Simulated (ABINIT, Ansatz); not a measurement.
Planning a run of ABINIT 10.8.3 on Te (P3_121). The input:

```
acell 3*1.0 Angstrom
rprim 
  4.457199999972 0.000000000006 0.000000000000
  -2.228599999992 3.860048429721 0.000000000000
  0.000000000000 0.000000000000 5.929000000000
ntypat 1
znucl 52
natom 3
typat 1 1 1
xred 
  0.263300000000 0.000000000000 0.333333333333
  0.000000000000 0.263300000000 0.666666666667
  0.736700000000 0.736700000000 -0.000000000000
pp_dirpath "pseudos"
pseudos "Te.upf"
ecut 39
ngkpt 3 3 4
nshiftk 1
shiftk 0 0 0
kptopt 1
chksymbreak 0
istwfk *1
occopt 1
irdwfk 1
optdriver 4
nband 303
gwcalctyp 0
ecutsigx 39
symsigma 1
nkptgw 2
kptgw 
  0.3333333333 0.3333333333 0.5000000000
  0.0000000000 0.0000000000 0.0000000000
bdgw 
  35 39
  34 38
ecuteps 6.5
irdscr 1
ppmodel 1
indata_prefix "in"
outdata_prefix "out"
tmpdata_prefix "tmp"
```

```sh
OMP_NUM_THREADS=1 mpirun -n 16 abinit run.abi > log
```

**Question.** How long will it take on 16 MPI ranks of Arm Neoverse V2, shared host, and how much memory?

It took 29 s; on shared hardware allow 14 s to 58 s. Peak host memory was 6.4 GiB.

[Paths, hosts, dates, memory and timing lines, banners, echoed tables and standing remarks are left out of the program output.]

[Logs are printed without paths, hosts, clocks, repeated set-up lines and the standing remarks that a program may print on its own settings, such as how far it seeks lower states.]

[Runs of the session that timed out or met a known fault of the program may be left out.]

[Hosts, paths, dates, database ids (printed as entryN), source tags and the programs' standing remarks are cut or masked in the printed files.]

[G0W0 gaps are taken among the corrected bands and points alone; a level outside them can change the order at an edge.]

[Where Ansatz stands beside ABINIT at settings called matched, ABINIT's density can come from a denser mesh and the files from another edition; pairs whose starting gaps differed by over 0.03 eV were left out, so agreement reads better than it is.]
